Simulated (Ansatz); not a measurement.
# Pt (Fm-3m): phonon-mediated transition temperature

What Tc do the phonons of Pt (Fm-3m) give, and how does it depend on μ*? The cell shown first is a relaxed one, from steps not shown here.

Calculated with Ansatz 0.2.0; DFT PBE, scalar-relativistic, plane waves, PAW; PAW set soft_1.

Report form: the programs' logs are mostly left out.

### 1. The cell after earlier relaxation steps

Symmetry: Fm-3m, No. 225, cubic system. Conventional cell: a = 3.971 Å, b = 3.971 Å, c = 3.971 Å, α = 90.00°, β = 90.00°, γ = 90.00°. Nearest to Pt lie 12 Pt at 2.81 Å.

Structure file:

```cif
data_structure
_symmetry_space_group_name_H-M 'P 1'
_symmetry_Int_Tables_number 1
_cell_length_a 2.8077
_cell_length_b 2.8077
_cell_length_c 2.8077
_cell_angle_alpha 60.000
_cell_angle_beta 60.000
_cell_angle_gamma 60.000
_cell_volume 15.65
loop_
_atom_site_label
_atom_site_type_symbol
_atom_site_fract_x
_atom_site_fract_y
_atom_site_fract_z
_atom_site_occupancy
Pt1 Pt 0.00000 0.00000 0.00000 1
```

### 2. Coupling and resistivity: q 6×6×6, k 18×18×18, scattering 24×24×24

The run that gives the couplings also evaluates McMillan's and Allen and Dynes's formulas and, where asked, the Eliashberg equations, over a range of μ*.

File input.yaml:

```yaml
crystal:
  lattice:
    - [0.0, 1.9853372228, 1.9853372228]
    - [1.9853372228, 0.0, 1.9853372228]
    - [1.9853372228, 1.9853372228, 0.0]
  atoms:
    - { symbol: Pt, position: [0.0, 0.0, 0.0] }
kpoints:
  mp_grid: { grid: [18, 18, 18] }
hamiltonian:
  xc: pbe
  pseudopotentials: { kind: paw, azcp: { folder: soft_1 } }
scf:
  occupations: { method: methfessel_paxton, width: 0.2 }
output:
  eigenvalues: true
phonons:
  method: dfpt
  qmesh: [6, 6, 6]
  temperatures: { t_max: 1000, t_step: 50 }
  qpath:
    path:
      - [[0.0, 0.0, 0.0], [0.5, 0.0, 0.5], [0.625, 0.25, 0.625]]
      - [[0.375, 0.375, 0.75], [0.0, 0.0, 0.0], [0.5, 0.5, 0.5], [0.5, 0.25, 0.75], [0.5, 0.0, 0.5]]
    npoints: 6
  electrical_resistivity:
    mesh: [24, 24, 24]
    temperatures: [20.0, 50.0, 80.0, 100.0, 150.0, 200.0, 273.0, 300.0, 400.0, 500.0, 600.0, 800.0]
  superconductivity: { mesh: [24, 24, 24] }
```

The run is started by

```console
ansatz run input.yaml --threads 16 --pin off --max-ram 92160MiB --backend cuda --events-out ev --progress --plain --runs-dir out --max-vram 78GiB
```

Elapsed: 69 s, on 1 × NVIDIA GB200 with 16 threads of Arm Neoverse V2, shared host; peak memory 4.4 GiB.

Numbers from this step:

| Property | Result |
| --- | --- |
| volume per atom | 15.65 Å³/atom |
| metallic on mesh | yes |
| gap on the k-mesh | 0 eV |
| zero-point energy | 0.02085 eV/cell |
| share of imaginary modes in the plain interpolation between solved wavevectors | 0 |
| highest frequency, solved or plainly interpolated | 184.8 cm⁻¹ |
| Debye temperature (second moment) | 221 K |
| resistivity at 300 K | 9.383 μΩ cm |
| coupling constant λ | 0.5583 |
| density of states at the Fermi level | 1.129 states/eV a spin and cell |
| log mean phonon energy ħω_log | 9.374 meV |
| transport coupling constant λ_tr | 0.6297, 0.6297, 0.6297 (xx, yy, zz) |
| Drude plasma energy | 8.514, 8.514, 8.514 eV (xx, yy, zz) |
| resistivity times mean free path | 3.591, 3.591, 3.591 × 10⁻¹⁶ Ω m² (xx, yy, zz) |
| second-moment phonon energy ħω₂ | 11.39 meV |
| coupling λ by branch | 0.324, 0.174, 0.0603 (branches by rank of frequency) |

Transition temperatures:

```tsv
μ*	McMillan Tc (K)	Allen–Dynes Tc (K)	isotropic Fermi-surface Tc (K)	isotropic full bandwidth Tc (K)	anisotropic Fermi-surface Tc (K)	anisotropic full bandwidth Tc (K)	anisotropic narrow window Tc (K)
0.08	2.49	2.56	2.35	2.36	2.75	2.77	2.76
0.1	1.98	2.03	1.82	1.82	2.19	2.21	2.2
0.12	1.53	1.56	1.36	1.36	1.71	1.72	1.72
0.13	1.32	1.35	1.16	1.16	1.5	1.5	1.5
0.14	1.13	1.16	0.979	0.978	1.3	1.3	1.3
0.16	0.803	0.82	0.676	0.671	0.96	0.958	0.962
0.2	0.333	0.339	0.271	0.264	0.474	0.465	0.471
```

### 3. Electron–phonon run: q 6×6×6, k 24×24×24, scattering 32×32×32

The next rung changes the k mesh of the density and its response; the scattering mesh, which samples the Fermi surface.

Edit input.yaml of step 2 so:

```diff
@@ -8,3 +8,3 @@
 kpoints:
-  mp_grid: { grid: [18, 18, 18] }
+  mp_grid: { grid: [24, 24, 24] }
 hamiltonian:
@@ -26,4 +26,4 @@
   electrical_resistivity:
-    mesh: [24, 24, 24]
+    mesh: [32, 32, 32]
     temperatures: [20.0, 50.0, 80.0, 100.0, 150.0, 200.0, 273.0, 300.0, 400.0, 500.0, 600.0, 800.0]
-  superconductivity: { mesh: [24, 24, 24] }
+  superconductivity: { mesh: [32, 32, 32] }
```

It took 2.3 min on 1 × NVIDIA GB200 with 16 threads; peak memory 8.6 GiB; 26 min of CPU time.

Numbers from this step:

```yaml
zero_point_energy: 0.02098 eV/cell
highest_frequency_solved_or_plainly_interpolated: 185 cm⁻¹
debye_temperature_second_moment: 222 K
resistivity_at_300_k: 9.142 μΩ cm
coupling_constant_lambda: 0.5424
density_of_states_at_the_fermi_level: 1.101 states/eV a spin and cell
log_mean_phonon_energy_omega_log: 9.361 meV
transport_coupling_constant_lambda_tr: 0.6021, 0.6021, 0.6021 (xx, yy, zz)
drude_plasma_energy: 8.506, 8.506, 8.506 eV (xx, yy, zz)
resistivity_times_mean_free_path: 3.596, 3.596, 3.596 × 10⁻¹⁶ Ω m² (xx, yy, zz)
second_moment_phonon_energy_omega: 11.40 meV
coupling_lambda_by_branch: 0.314, 0.17, 0.0587 (branches by rank of frequency)
```

Transition temperatures:

```tsv
μ*	McMillan Tc (K)	Allen–Dynes Tc (K)	isotropic Fermi-surface Tc (K)	isotropic full bandwidth Tc (K)	anisotropic Fermi-surface Tc (K)	anisotropic full bandwidth Tc (K)	anisotropic narrow window Tc (K)
0.08	2.28	2.34	2.14	2.15	2.5	2.52	2.51
0.1	1.79	1.83	1.63	1.64	1.97	1.98	1.98
0.12	1.36	1.39	1.2	1.2	1.52	1.52	1.52
0.13	1.17	1.19	1.02	1.02	1.32	1.32	1.32
0.14	0.991	1.01	0.851	0.85	1.14	1.14	1.14
0.16	0.686	0.7	0.574	0.571	0.824	0.822	0.825
0.2	0.266	0.27	0.216	0.213	0.387	0.383	0.387
```

For the log mean phonon energy ħω_log, step 2 gave 9.37 meV; this run, with k-mesh 24×24×24 and scattering mesh 32×32×32, gives 9.36 meV.

### 4. Resistivity: q 8×8×8, k 24×24×24, scattering 44×44×44

The next rung changes the q mesh, which sets the reach of the force constants and couplings; the scattering mesh, which samples the Fermi surface.

Edit input.yaml of step 3 so:

```diff
@@ -18,3 +18,3 @@
   method: dfpt
-  qmesh: [6, 6, 6]
+  qmesh: [8, 8, 8]
   temperatures: { t_max: 1000, t_step: 50 }
@@ -26,4 +26,4 @@
   electrical_resistivity:
-    mesh: [32, 32, 32]
+    mesh: [44, 44, 44]
     temperatures: [20.0, 50.0, 80.0, 100.0, 150.0, 200.0, 273.0, 300.0, 400.0, 500.0, 600.0, 800.0]
-  superconductivity: { mesh: [32, 32, 32] }
+  superconductivity: { mesh: [44, 44, 44] }
```

Elapsed: 8.3 min, on 1 × NVIDIA GB200 with 16 threads; peak memory 35 GiB.

Numbers from this step:

```
zero-point energy                    : 0.02104 eV/cell
resistivity at 300 K                 : 8.997 μΩ cm
coupling constant λ                  : 0.5473
density of states at the Fermi level : 1.108 states/eV a spin and cell
log mean phonon energy ħω_log        : 9.419 meV
transport coupling constant λ_tr     : 0.6024, 0.6024, 0.6024 (xx, yy, zz)
Drude plasma energy                  : 8.574, 8.574, 8.574 eV (xx, yy, zz)
resistivity times mean free path     : 3.554, 3.554, 3.554 × 10⁻¹⁶ Ω m² (xx, yy, zz)
second-moment phonon energy ħω₂      : 11.41 meV
coupling λ by branch                 : 0.317, 0.171, 0.0586 (branches by rank of frequency)
```

Transition temperatures:

```tsv
μ*	McMillan Tc (K)	Allen–Dynes Tc (K)	isotropic Fermi-surface Tc (K)	isotropic full bandwidth Tc (K)	anisotropic Fermi-surface Tc (K)	anisotropic full bandwidth Tc (K)	anisotropic narrow window Tc (K)
0.08	2.35	2.42	2.22	2.22	2.58	2.59	2.58
0.1	1.86	1.9	1.7	1.7	2.04	2.05	2.04
0.12	1.42	1.45	1.26	1.26	1.58	1.58	1.58
0.13	1.22	1.25	1.07	1.07	1.37	1.37	1.37
0.14	1.04	1.06	0.896	0.894	1.18	1.18	1.19
0.16	0.725	0.74	0.609	0.606	0.862	0.86	0.863
0.2	0.287	0.292	0.234	0.23	0.41	0.405	0.41
```

Table of Eliashberg function α²F by phonon energy; read off at these points:

```tsv
phonon energy (meV)	α²F	α²F tr
1.0	9.3e-4	1.1e-4
2.0	0.00597	0.00215
3.0	0.0189	0.0119
4.0	0.0497	0.0483
5.0	0.0892	0.0943
6.0	0.106	0.110
7.0	0.127	0.125
8.0	0.152	0.143
9.0	0.178	0.168
10.0	0.212	0.214
11.0	0.300	0.346
11.7	0.425	0.533
12.0	0.348	0.452
13.0	0.234	0.284
14.0	0.195	0.242
15.0	0.198	0.234
16.0	0.124	0.173
17.0	0.0771	0.103
18.0	0.0316	0.0345
19.0	0.0818	0.105
20.0	0.149	0.196
20.4	0.153	0.199
20.7	0.160	0.195
21.0	0.115	0.141
22.0	0.0439	0.0530
```

Anisotropic full-bandwidth solution, weighted at the Fermi level. Gaps:

```tsv
mu*	T (K)	mean gap (meV)	5 % (meV)	95 % (meV)	mean Z
0.1	0.512	0.292	0.207	0.388	1.54
0.1	1.02	0.277	0.196	0.368	1.54
0.1	1.53	0.222	0.157	0.295	1.54
0.1	1.84	0.15	0.106	0.199	1.54
0.13	0.343	0.191	0.13	0.262	1.54
0.13	0.686	0.181	0.123	0.248	1.54
0.13	1.03	0.145	0.0983	0.198	1.54
0.13	1.23	0.0976	0.0661	0.133	1.54
0.16	0.215	0.117	0.0751	0.165	1.54
0.16	0.43	0.11	0.071	0.156	1.54
0.16	0.645	0.0881	0.0566	0.124	1.54
0.16	0.774	0.0593	0.0381	0.0835	1.54
```

Table of dTc/da2F by phonon energy:

```tsv
phonon energy (meV)	dTc/da2F (K/meV)
1	5.70
2	4.82
3	4.04
4	3.46
5	3.01
6	2.67
7	2.39
8	2.16
9	1.97
10	1.80
11	1.66
12	1.54
13	1.43
14	1.33
15	1.25
16	1.17
17	1.11
18	1.04
19	0.989
20	0.939
21	0.891
22	0.848
```

Table of share of the Fermi-level states by lambda of a state:

```tsv
lambda of a state	share of the Fermi-level states
0.326	0.012
0.382	0.0848
0.437	0.211
0.492	0.203
0.548	0.0952
0.603	0.116
0.658	0.100
0.714	0.106
0.769	0.0585
0.824	0.0075
0.880	0.0037
0.935	3.0e-4
0.990	4.0e-4
1.050	4.0e-4
1.100	0
1.160	0
1.210	0
1.270	0
1.320	0
1.380	0
1.430	0
1.490	0
1.540	0
1.600	1.0e-4
```

For the log mean phonon energy ħω_log, step 3 gave 9.36 meV; this run, with scattering mesh 44×44×44 and q mesh 8×8×8, gives 9.42 meV.

### 5. Outcome

```yaml
meshes: q 8×8×8, k 24×24×24, scattering 44×44×44
coupling_constant_lambda: 0.547
log_mean_phonon_energy_omega_log: 9.42 meV
allen_dynes_tc_at_mu_star_0p1: 1.9 K
allen_dynes_tc_at_mu_star_0p13: 1.25 K
anisotropic_eliashberg_tc_at_mu_star_0p1: 2.05 K
anisotropic_eliashberg_tc_at_mu_star_0p13: 1.37 K
```

In the last run (PBE, q 8×8×8, k 24×24×24, scattering 44×44×44), with λ = 0.55 and ħω_log = 9.42 meV, Tc at μ* = 0.13 is 1.2 K by McMillan's formula, 1.2 K by Allen and Dynes's and 1.4 K by the anisotropic Eliashberg equations. Wikipedia's list of superconducting elements holds no transition of Pt at normal pressure, while the calculation gives 1.4 K at μ* = 0.13; these runs do not show why: μ* may be larger, spin fluctuations are left out, and the cell, functional and meshes all move λ. Raising μ* from 0.10 to 0.16 lowers the Allen–Dynes value from 1.9 to 0.74 K. The mean gap at a quarter of Tc gives 2Δ/k_B Tc = 3.24, against 3.53 in weak-coupling theory. The gap spreads from 0.13 to 0.26 meV over nine tenths of the Fermi surface. By the run's own test λ is not converged in the fine mesh: it moves by 2 % between the two finest. The run's transport test calls it not converged in the mesh; ρ(300 K) moves by 4 % in the component that moves most. Over the runs, λ takes the values 0.558, 0.542 and 0.547, in the order shown. No spin–orbit coupling, which matters for Pt. μ* is a typed number, phonons are harmonic, and spin fluctuations are left out; at μ* = 0.13 McMillan's formula turns 1 % in λ into about 4.3 % in Tc.

[Logs are printed without paths, hosts, clocks, repeated set-up lines and the standing remarks that a program may print on its own settings, such as how far it seeks lower states.]

[Hosts, paths, dates, database ids (printed as entryN), source tags and the programs' standing remarks are cut or masked in the printed files.]
